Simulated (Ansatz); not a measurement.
**Decaying states in the gap of TeH3Br**

A new crystal, TeH3Br: structure, gap and complex bands. It is built by putting Te for O in the H3BrO structure of space group Cm, with the volume rescaled by atomic radii. The parent structure comes from the Materials Project.

Method: PBE DFT, plane waves, PAW files, in the first sound run; inputs show where later runs differ, in Ansatz 0.2.0.

This is a report of a sequence of runs, with most program output left out.

The structure was built from a prototype and need not be the compound's stable phase.

### 1. The structure

Symmetry: Cm, No. 8, monoclinic system. Conventional cell: a = 8.108 Å, b = 5.759 Å, c = 5.151 Å, α = 90.00°, β = 112.77°, γ = 90.00°. H has 1 Te at 1.19 Å nearest. Nearest to H lie 1 Te at 1.19 Å. Nearest to Br lie 3 H at 2.42 to 2.43 Å. Nearest to Te lie 3 H at 1.19 Å. It derives from H3BrO. Te for O in the H3BrO structure of space group Cm. Farther neighbours and most contacts between anions are not listed.

### 2. Cell and atoms at rest

The substituted atoms don't fit the parent's cell, so cell and atoms relax together. A small smearing keeps the run stable in case the gap closes on the way.

File input.yaml:

```yaml
crystal:
  lattice:
    - [4.054065748, -2.879376831, 0.0]
    - [4.054065748, 2.879376831, 0.0]
    - [-1.9934641042, 0.0, 4.7496126131]
  atoms:
    - { symbol: H, position: [0.685528, 0.685528, 0.647559] }
    - { symbol: H, position: [0.692058, 0.357325, 0.319964] }
    - { symbol: H, position: [0.357325, 0.692058, 0.319964] }
    - { symbol: Br, position: [0.983913, 0.983913, 0.01134] }
    - { symbol: Te, position: [0.539758, 0.539758, 0.463714] }
kpoints:
  mp_grid: { grid: [6, 6, 6] }
scf:
  occupations: { method: gaussian, width: 0.03 }
hamiltonian:
  xc: pbe
output:
  forces: true
  stress: true
relax:
  f_tol: 0.02
  max_steps: 60
  cell: {}
```

On the command line:

```
$ ansatz run input.yaml --threads 2 --pin off --max-ram 4096MiB --backend cpu --events-out ev --progress --plain --runs-dir out
```

Elapsed: 37 s, on 2 threads of Intel Xeon 6975P-C (Granite Rapids), shared host; peak memory 0.48 GiB.

Step by step:

```tsv
step	energy less that of the first step (eV)	largest force component (eV/Å)	pressure (GPa)	volume (Å³)
1	0.0000	24.5869	43.35	110.89
2	-10.9959	8.0343	12.91	114.90
3	-12.6886	3.3367	5.01	118.19
4	-13.0039	0.6748	-0.15	118.86
5	-13.1610	0.3339	-0.51	116.84
6	-13.2045	0.1329	-0.08	111.21
7	-13.2210	0.0278	0.09	106.51
8	-13.2209	0.0138	-0.01	107.16
9*	-13.2197	0.0136	-0.08	107.16
10	-13.2202	0.0074	-0.02	106.51
11	-13.2203	0.0047	0.01	106.26
12	-13.2204	0.0016	0.00	106.10
13*	-13.2200	0.0014	0.01	106.10
```

Relaxation steps marked * repeat the geometry before them on a plane-wave basis chosen anew for their cell, so energy and pressure can jump there.

The run keeps the 2 symmetry operations that it works with, so distortions that break them were not tested.

```tsv
cell as run	before	after	change
a (Å)	4.973	4.996	+0.5 %
b (Å)	4.973	4.996	+0.5 %
c (Å)	5.151	4.995	-3.0 %
α (°)	108.39	110.20	+1.7 %
β (°)	108.39	110.20	+1.7 %
γ (°)	70.77	69.78	-1.4 %
volume (Å³/atom)	22.18	21.22	-4.3 %
```

The atoms that moved most (Å, as changes of fractional coordinates times the final cell):

```tsv
atom	dx	dy	dz	length
Br4	0.555	0.000	-0.218	0.596
Te5	-0.523	0.000	0.239	0.575
H1	0.139	0.000	0.290	0.321
H3	-0.085	0.262	-0.155	0.316
H2	-0.085	-0.262	-0.155	0.316
```

The relaxed structure:

```cif
data_structure
_symmetry_space_group_name_H-M 'P 1'
_symmetry_Int_Tables_number 1
_cell_length_a 4.9955
_cell_length_b 4.9955
_cell_length_c 4.9954
_cell_angle_alpha 110.205
_cell_angle_beta 110.205
_cell_angle_gamma 69.779
_cell_volume 106.10
loop_
_atom_site_label
_atom_site_type_symbol
_atom_site_fract_x
_atom_site_fract_y
_atom_site_fract_z
_atom_site_occupancy
H1 H 0.71866 0.71866 0.71178 1
H2 H 0.71883 0.29239 0.28550 1
H3 H 0.29239 0.71883 0.28550 1
Br4 Br 0.03983 0.03983 0.96444 1
Te5 Te 0.48888 0.48888 0.51531 1
```

This step gave:

| Property | Result |
| --- | --- |
| free energy | -9810.6800 eV |
| Fermi energy | 3.266 eV |
| pressure | 0.005542 GPa |

The largest force component on a free atom ends at 0.0014 eV/Å.

### 3. The bulk crystal and its band edges

The energy window and the wavevectors of the next steps follow from the band edges, so these are searched first, off the mesh as well.

File input.yaml:

```yaml
crystal:
  lattice:
    - [4.0974274045, -2.8574274448, -0.0388482622]
    - [4.0974274045, 2.8574274448, -0.0388482622]
    - [-2.0602992565, 0.0, 4.5507717269]
  atoms:
    - { symbol: H, position: [0.7186590621, 0.7186590621, 0.7117831246] }
    - { symbol: H, position: [0.7188276654, 0.2923856786, 0.2855045619] }
    - { symbol: H, position: [0.2923856786, 0.7188276654, 0.2855045619] }
    - { symbol: Br, position: [1.039831774, 1.039831774, -0.03555711] }
    - { symbol: Te, position: [0.48887782, 0.48887782, 0.5153058616] }
kpoints:
  mp_grid: { grid: [6, 6, 6] }
  band_path: { path: [VBM, CBM], npoints: 30 }
scf:
  occupations: { method: fixed }
hamiltonian:
  xc: pbe
output:
  eigenvalues: true
  write_potential: true
  write_density: true
  volumetric_format: npy
```

The job ended after 10 s (2 threads; peak memory 0.45 GiB).

This step gave:

```yaml
free_energy: -9810.6801 eV
fermi_energy: 1.549 eV
gap_on_the_k_mesh: 3.434 eV
gap_on_path: 3.434 eV, by band count; negative where bands overlap
direct_gap_on_path: 3.434 eV
edge_places_on_path: 0, 0.8454 1/A along the path
```

Electronic bands along the path, in eV, zero at the Fermi level (highest filled level under fixed occupations); v1 is the highest filled band, c1 the lowest empty one:

```tsv
point	v4	v3	v2	v1	c1	c2	c3	c4
VBM	-3.47	-0.39	-0.27	0.00	3.43	3.72	5.14	5.63
halfway	-3.32	-1.28	-0.27	-0.07	3.48	4.53	5.78	6.35
CBM	-3.47	-0.39	-0.27	0.00	3.43	3.72	5.14	5.63
```

The searched edges give 3.43 eV, as on the mesh.

### 4. Decaying states in the gap, plane (100)

This step: PBE DFT, plane waves, PAW files; complex bands by layer matching along the plane's normal (Ansatz 0.2.0).

The same crystal is laid in a cell whose first two vectors span the (100) plane (indices of the standard conventional cell, whose axes can be ordered otherwise than in the bulk input). At fixed energy and wavevector in the plane the solver finds all kz, real and complex. A few wavevectors are listed, (0, 0) and (-0.5, -0.5) in units of the plane's reciprocal vectors; the slowest state needn't be among them.

File input.yaml:

```yaml
crystal:
  lattice:
    - [5.71485489, 0.0, 0.0]
    - [0.0, 4.995433548, 0.0]
    - [2.857427445, 1.725318959, 3.716677954]
  atoms:
    - { symbol: H, position: [0.7186590621, 0.7117831246, 0.5626818758] }
    - { symbol: H, position: [0.7188276654, 0.2855045619, 0.988786656] }
    - { symbol: H, position: [0.2923856786, 0.2855045619, 0.988786656] }
    - { symbol: Br, position: [0.039831774, 0.96444289, 0.920336452] }
    - { symbol: Te, position: [0.48887782, 0.5153058616, 0.02224436] }
kpoints:
  mp_grid: { grid: [6, 6, 6] }
scf:
  occupations: { method: fixed }
hamiltonian:
  xc: pbe
output:
  eigenvalues: true
  transmission:
    leads: [[0, 0]]
    kpoints: [[0.0, 0.0], [-0.5, -0.5]]
    e_range: [-1.0, 4.43]
    de: 0.11
```

Elapsed: 24 s, on 2 threads; peak memory 0.67 GiB.

Numbers from this step:

```yaml
level_to_which_the_leads_are_filled: 1.717 eV from the Fermi level
decay_constant_at_the_filling_level_zone_centre: 0.2205 Å⁻¹
decay_constant_at_the_filling_level_slowest_listed_point: 0.2205 Å⁻¹
```

K parallel (0, 0); values up to 1.5 1/Å, a degenerate pair printed once or twice; energies at which all values exceed this have no row. The Im kz of the slowest decaying states by energy, zero at the highest filled level on the SCF mesh:

```tsv
energy (eV)	decay 1 (Å⁻¹)	decay 2 (Å⁻¹)	decay 3 (Å⁻¹)	decay 4 (Å⁻¹)
-1.00	0.732	0.793	0.882	1.07
-0.78	0.718	0.731	0.875	1.07
-0.56	0.457	0.490	0.674	0.710
-0.34	0.0883	0.227	0.702	0.734
-0.12	0.139	0.437	0.551	0.709
-0.01	0.155	0.529	0.621	0.710
0.10	0.0832	0.168	0.590	0.671
0.32	0.139	0.188	0.669	0.710
0.54	0.171	0.202	0.707	0.719
0.76	0.193	0.211	0.703	0.735
0.98	0.208	0.218	0.698	0.733
1.20	0.219	0.222	0.691	0.734
1.42	0.223	0.225	0.683	0.741
1.64	0.222	0.229	0.673	0.751
1.75	0.220	0.229	0.668	0.736
1.97	0.216	0.228	0.657	0.702
2.19	0.209	0.223	0.643	0.667
2.41	0.199	0.215	0.618	0.638
2.63	0.186	0.203	0.573	0.618
2.85	0.169	0.184	0.519	0.574
3.07	0.146	0.156	0.452	0.516
3.29	0.106	0.110	0.366	0.430
3.51	0.238	0.412	0.553	0.690
3.73	0.0838	0.128	0.432	0.533
3.95	0.126	0.426	0.494	0.511
4.17	0.215	0.410	0.488	0.593
4.39	0.258	0.389	0.463	0.552
```

K parallel (-0.5, -0.5); values up to 1.5 1/Å, a degenerate pair printed once or twice; energies at which all values exceed this have no row. The Im kz of the slowest decaying states by energy, zero at the highest filled level on the SCF mesh:

```tsv
energy (eV)	decay 1 (Å⁻¹)	decay 2 (Å⁻¹)	decay 3 (Å⁻¹)	decay 4 (Å⁻¹)
-1.00	0.620	0.892	1.22	-
-0.78	0.586	0.819	1.20	-
-0.56	0.496	0.757	1.18	-
-0.34	0.139	0.721	1.16	-
-0.12	0.127	0.182	0.703	1.14
-0.01	0.204	0.697	1.13	-
0.10	0.144	0.377	0.693	1.12
0.32	0.182	0.532	0.693	1.09
0.54	0.203	0.595	0.705	1.07
0.76	0.217	0.614	0.732	1.04
0.98	0.228	0.615	0.759	1.02
1.20	0.235	0.609	0.780	0.988
1.42	0.238	0.601	0.794	0.959
1.64	0.239	0.591	0.801	0.931
1.75	0.239	0.586	0.800	0.918
1.97	0.236	0.576	0.790	0.896
2.19	0.231	0.565	0.764	0.881
2.41	0.222	0.558	0.721	0.873
2.63	0.210	0.560	0.655	0.868
2.85	0.194	0.569	0.863	1.45
3.07	0.170	0.520	0.857	1.43
3.29	0.131	0.448	0.851	1.41
3.51	0.213	0.302	0.843	1.39
3.73	0.329	0.481	0.834	1.36
3.95	0.323	0.516	0.824	1.34
4.17	0.303	0.523	0.813	1.32
4.39	0.275	0.513	0.800	1.30
```

At the listed wavevectors the last open channel is at -0.01 eV and the next at +3.51 eV on the grid. At +1.75 eV, the grid energy nearest the filling level (the middle of the gap on the SCF mesh), the slowest state at the listed wavevectors decays with κ = 0.221 Å⁻¹, its amplitude falling by e over 4.5 Å. Through 1 nm of this crystal that state's transmission falls by exp(−2 × 0.221 Å⁻¹ × 10 Å) = 0.012.

### 5. Decaying states in the gap, plane (001)

The same for the (001) plane, at (0, 0), (-0.5, -0.5) and (-0.5, 0), to see how the decay depends on direction.

File input.yaml:

```yaml
crystal:
  lattice:
    - [4.995529214, 0.0, 0.0]
    - [1.72664968, 4.687642585, 0.0]
    - [1.725285919, 1.20311046, 4.531034104]
  atoms:
    - { symbol: H, position: [0.7186590621, 0.7186590621, 0.2882168754] }
    - { symbol: H, position: [0.2923856786, 0.7188276654, 0.7144954381] }
    - { symbol: H, position: [0.7188276654, 0.2923856786, 0.7144954381] }
    - { symbol: Br, position: [0.039831774, 0.039831774, 0.03555711] }
    - { symbol: Te, position: [0.48887782, 0.48887782, 0.4846941384] }
kpoints:
  mp_grid: { grid: [6, 6, 6] }
scf:
  occupations: { method: fixed }
hamiltonian:
  xc: pbe
output:
  eigenvalues: true
  transmission:
    leads: [[0, 0]]
    kpoints: [[0.0, 0.0], [-0.5, -0.5], [-0.5, 0.0]]
    e_range: [-1.0, 4.43]
    de: 0.11
```

It took 17 s on 2 threads; peak memory 0.69 GiB; 34 s of CPU time.

This step gave:

| Property | Result |
| --- | --- |
| decay constant at the filling level, zone centre | 0.3380 Å⁻¹ |
| decay constant at the filling level, slowest listed point | 0.316 Å⁻¹ |

K parallel (0, 0); values up to 1.5 1/Å, a degenerate pair printed once or twice; energies at which all values exceed this have no row. Table of Im kz of the slowest decaying states by energy, zero at the highest filled level on the SCF mesh:

```tsv
energy (eV)	decay 1 (Å⁻¹)	decay 2 (Å⁻¹)	decay 3 (Å⁻¹)	decay 4 (Å⁻¹)
-1.0000	0.671	1.14	1.19	-
-0.7800	0.675	1.13	1.17	-
-0.4500	0.0590	0.677	1.11	1.14
-0.2300	0.171	0.197	0.677	1.09
-0.0100	0.234	0.264	0.676	1.08
0.2100	0.274	0.305	0.673	1.06
0.5400	0.312	0.342	0.667	1.04
0.7600	0.328	0.357	0.662	1.02
0.9800	0.338	0.365	0.656	1.01
1.2000	0.343	0.369	0.649	0.987
1.5300	0.343	0.367	0.637	0.952
1.7500	0.338	0.360	0.628	0.928
1.9700	0.329	0.350	0.617	0.904
2.3000	0.308	0.327	0.601	0.865
2.5200	0.288	0.306	0.589	0.839
2.7400	0.261	0.280	0.575	0.811
2.9600	0.226	0.246	0.561	0.782
3.2900	0.142	0.170	0.538	0.737
3.5100	0.115	0.521	0.705	0.789
3.7300	0.0731	0.502	0.672	0.767
3.9500	0.482	0.636	0.743	1.43
4.2800	0.449	0.579	0.706	1.40
```

K parallel (-0.5, -0.5); values up to 1.5 1/Å, a degenerate pair printed once or twice; energies at which all values exceed this have no row. Im kz of the slowest decaying states against energy, zero at the highest filled level on the SCF mesh:

```tsv
energy (eV)	decay 1 (Å⁻¹)	decay 2 (Å⁻¹)	decay 3 (Å⁻¹)	decay 4 (Å⁻¹)
-1.0000	0.635	1.36	-	-
-0.7800	0.628	1.34	1.50	-
-0.4500	0.616	1.31	1.47	-
-0.2300	0.0761	0.182	0.605	1.29
-0.0100	0.178	0.271	0.593	1.27
0.2100	0.156	0.230	0.332	0.578
0.5400	0.233	0.279	0.401	0.550
0.7600	0.263	0.301	0.446	0.521
0.9800	0.285	0.316	0.488	1.19
1.2000	0.300	0.327	0.490	1.17
1.5300	0.313	0.335	0.488	1.14
1.7500	0.316	0.335	0.485	1.12
1.9700	0.314	0.332	0.480	1.10
2.3000	0.302	0.320	0.469	1.06
2.5200	0.286	0.307	0.460	1.04
2.7400	0.262	0.289	0.450	1.02
2.9600	0.226	0.264	0.439	0.999
3.2900	0.132	0.210	0.420	0.965
3.5100	0.152	0.406	0.942	1.03
3.7300	0.391	0.918	0.998	1.22
3.9500	0.372	0.893	0.969	1.19
4.2800	0.338	0.852	0.923	1.16
```

K parallel (-0.5, 0); values up to 1.5 1/Å, a degenerate pair printed once or twice; energies at which all values exceed this have no row. The Im kz of the slowest decaying states by energy, zero at the highest filled level on the SCF mesh:

```tsv
energy (eV)	decay 1 (Å⁻¹)	decay 2 (Å⁻¹)	decay 3 (Å⁻¹)	decay 4 (Å⁻¹)
-1.00	0.969	1.18	-	-
-0.78	0.953	1.16	-	-
-0.45	0.928	1.12	-	-
-0.23	0.112	0.911	1.10	-
-0.01	0.225	0.894	1.08	-
0.10	0.124	0.258	0.885	1.07
0.32	0.212	0.309	0.867	1.05
0.65	0.282	0.362	0.838	1.01
0.87	0.311	0.386	0.819	0.992
1.20	0.339	0.412	0.789	0.960
1.42	0.350	0.423	0.768	0.939
1.64	0.356	0.430	0.746	0.917
1.97	0.359	0.383	0.480	0.713
2.19	0.356	0.498	0.689	0.864
2.52	0.326	0.515	0.652	0.832
2.74	0.299	0.521	0.626	0.789
3.07	0.227	0.256	0.525	0.583
3.29	0.145	0.217	0.528	0.549
3.62	0.109	0.510	0.670	0.773
3.84	0.487	0.641	0.756	1.25
4.17	0.418	0.473	0.596	0.728
4.39	0.370	0.455	0.564	0.709
```

At the listed wavevectors the last open channel is at -0.01 eV and the next at +3.51 eV on the grid. At +1.75 eV, the grid energy nearest the filling level (the middle of the gap on the SCF mesh), the slowest state at the listed wavevectors decays with κ = 0.316 Å⁻¹, its amplitude falling by e over 3.2 Å; the first such run, plane (100), gave 0.221 Å⁻¹.

### 6. Band edges at another level, cutoff 500 eV

This step: r2SCAN DFT, plane waves, PAW files (Ansatz 0.2.0).

The edges again with r2SCAN, at the same atoms. Against that run the cutoff is 500 eV against 420.

File input.yaml:

```yaml
crystal:
  lattice:
    - [4.0974274045, -2.8574274448, -0.0388482622]
    - [4.0974274045, 2.8574274448, -0.0388482622]
    - [-2.0602992565, 0.0, 4.5507717269]
  atoms:
    - { symbol: H, position: [0.7186590621, 0.7186590621, 0.7117831246] }
    - { symbol: H, position: [0.7188276654, 0.2923856786, 0.2855045619] }
    - { symbol: H, position: [0.2923856786, 0.7188276654, 0.2855045619] }
    - { symbol: Br, position: [1.039831774, 1.039831774, -0.03555711] }
    - { symbol: Te, position: [0.48887782, 0.48887782, 0.5153058616] }
kpoints:
  mp_grid: { grid: [6, 6, 6] }
  band_path: { path: [VBM, CBM], npoints: 30 }
scf:
  occupations: { method: fixed }
hamiltonian:
  xc: r2scan
output:
  eigenvalues: true
```

Run time: 21 s. Hardware: 2 threads; peak memory 0.65 GiB; 42 s of CPU time.

This step gave:

| Quantity | Value |
| --- | --- |
| free energy | -9835.4736 eV |
| Fermi energy | 1.233 eV |
| gap on the k-mesh | 3.840 eV |
| gap on path | 3.840 eV, by band count; negative where bands overlap |
| direct gap on path | 3.840 eV |

Electronic bands along the path, in eV, zero at the Fermi level (highest filled level under fixed occupations); v1 is the highest filled band, c1 the lowest empty one:

```tsv
point	v4	v3	v2	v1	c1	c2	c3	c4
VBM	-3.57	-0.41	-0.28	0.00	3.84	4.10	5.45	6.17
halfway	-3.42	-1.30	-0.28	-0.07	3.88	4.94	6.22	6.73
CBM	-3.57	-0.41	-0.28	0.00	3.84	4.09	5.45	6.18
```

The searched edges give 3.84 eV, as on the mesh.

For the gap on path, step 3 gave 3.43 eV; this run, with r2SCAN and cutoff 500 eV, gives 3.84 eV.

### 7. Complex bands at another level, cutoff 500 eV

This step: r2SCAN DFT, plane waves, PAW files; complex bands by layer matching along the plane's normal (Ansatz 0.2.0).

The complex bands at that level, over its own gap, at (0, 0) and (-0.5, -0.5).

File input.yaml:

```yaml
crystal:
  lattice:
    - [5.71485489, 0.0, 0.0]
    - [0.0, 4.995433548, 0.0]
    - [2.857427445, 1.725318959, 3.716677954]
  atoms:
    - { symbol: H, position: [0.7186590621, 0.7117831246, 0.5626818758] }
    - { symbol: H, position: [0.7188276654, 0.2855045619, 0.988786656] }
    - { symbol: H, position: [0.2923856786, 0.2855045619, 0.988786656] }
    - { symbol: Br, position: [0.039831774, 0.96444289, 0.920336452] }
    - { symbol: Te, position: [0.48887782, 0.5153058616, 0.02224436] }
kpoints:
  mp_grid: { grid: [6, 6, 6] }
scf:
  occupations: { method: fixed }
hamiltonian:
  xc: r2scan
output:
  eigenvalues: true
  transmission:
    leads: [[0, 0]]
    kpoints: [[0.0, 0.0], [-0.5, -0.5]]
    e_range: [-1.0, 4.84]
    de: 0.12
```

Run time: 34 s. Hardware: 2 threads; peak memory 0.99 GiB.

Numbers from this step:

```yaml
level_to_which_the_leads_are_filled: 1.920 eV from the Fermi level
decay_constant_at_the_filling_level_zone_centre: 0.2322 Å⁻¹
decay_constant_at_the_filling_level_slowest_listed_point: 0.2322 Å⁻¹
```

K parallel (0, 0); values up to 1.5 1/Å, a degenerate pair printed once or twice; energies at which all values exceed this have no row. Im kz of the slowest decaying states against energy, zero at the highest filled level on the SCF mesh:

```tsv
energy (eV)	decay 1 (Å⁻¹)	decay 2 (Å⁻¹)	decay 3 (Å⁻¹)	decay 4 (Å⁻¹)
-1.000	0.762	0.782	0.872	1.10
-0.520	0.0841	0.237	0.368	0.691
-0.040	0.155	0.510	0.613	0.715
0.440	0.161	0.201	0.699	0.716
1.040	0.217	0.227	0.705	0.738
1.520	0.234	0.237	0.690	0.736
2.000	0.231	0.242	0.669	0.747
2.480	0.218	0.235	0.643	0.680
2.960	0.193	0.213	0.581	0.618
3.440	0.148	0.164	0.459	0.508
4.040	0.167	0.427	0.535	0.657
4.520	0.193	0.408	0.488	0.584
```

K parallel (-0.5, -0.5); values up to 1.5 1/Å, a degenerate pair printed once or twice; energies at which all values exceed this have no row. Table of Im kz of the slowest decaying states by energy, zero at the highest filled level on the SCF mesh:

```tsv
energy (eV)	decay 1 (Å⁻¹)	decay 2 (Å⁻¹)	decay 3 (Å⁻¹)	decay 4 (Å⁻¹)
-1.00	0.618	0.875	1.25	-
-0.76	0.574	0.803	1.23	-
-0.52	0.448	0.748	1.21	-
-0.28	0.0272	0.719	1.19	-
-0.04	0.173	0.704	1.17	-
0.20	0.168	0.461	0.699	1.14
0.44	0.198	0.571	0.704	1.12
0.56	0.209	0.597	0.713	1.10
0.80	0.225	0.618	0.740	1.08
1.04	0.237	0.619	0.768	1.05
1.28	0.245	0.613	0.791	1.02
1.52	0.249	0.604	0.806	0.991
1.76	0.251	0.594	0.815	0.962
2.00	0.250	0.582	0.816	0.933
2.24	0.247	0.569	0.806	0.909
2.48	0.241	0.557	0.780	0.893
2.72	0.232	0.546	0.737	0.883
2.96	0.219	0.541	0.676	0.876
3.20	0.201	0.567	0.870	1.44
3.32	0.190	0.544	0.867	1.43
3.56	0.160	0.483	0.859	1.40
3.80	0.0904	0.369	0.851	1.38
4.04	0.0718	0.305	0.448	0.842
4.28	0.311	0.508	0.831	1.34
4.52	0.291	0.524	0.819	1.31
4.76	0.260	0.519	0.805	1.29
```

At the listed wavevectors the last open channel is at -0.04 eV and the next at +3.92 eV on the grid. At +1.88 eV, the grid energy nearest the filling level (the middle of the gap on the SCF mesh), the slowest state at the listed wavevectors decays with κ = 0.232 Å⁻¹, its amplitude falling by e over 4.3 Å; the first such run, plane (100), gave 0.221 Å⁻¹.

### 8. Summary of results

```
band gap                                         : 3.43 eV
least decay constant at mid-gap, normal to (100) : 0.221 Å⁻¹
least decay constant at mid-gap, normal to (001) : 0.316 Å⁻¹
least decay constant, r2SCAN                     : 0.232 Å⁻¹
```

What this shows: With PBE, the slowest decay at the wavevectors tried is κ = 0.221 Å⁻¹, normal to (100). Through such a film the transmission near mid-gap falls as exp(−2κd), a factor of ten every 5.2 Å. The decay depends on direction: 1.4 times faster normal to (001). A free electron under a barrier of half the gap would need a mass of 0.11 mₑ to decay at this rate. With r2SCAN the gap goes from 3.43 to 3.84 eV and the decay constant, over the first 2 listed wavevectors, from 0.221 to 0.232 Å⁻¹. The compound is made up by substitution; its stability against other phases and against distortions of the cell's symmetry was not tested. A semilocal functional narrows gaps, while spin-orbit coupling, left out here, narrows them in compounds of heavy elements, so the error in κ can go either way.

[Logs are printed without paths, hosts, clocks, repeated set-up lines and the standing remarks that a program may print on its own settings, such as how far it seeks lower states.]

[Hosts, paths, dates, database ids (printed as entryN), source tags and the programs' standing remarks are cut or masked in the printed files.]
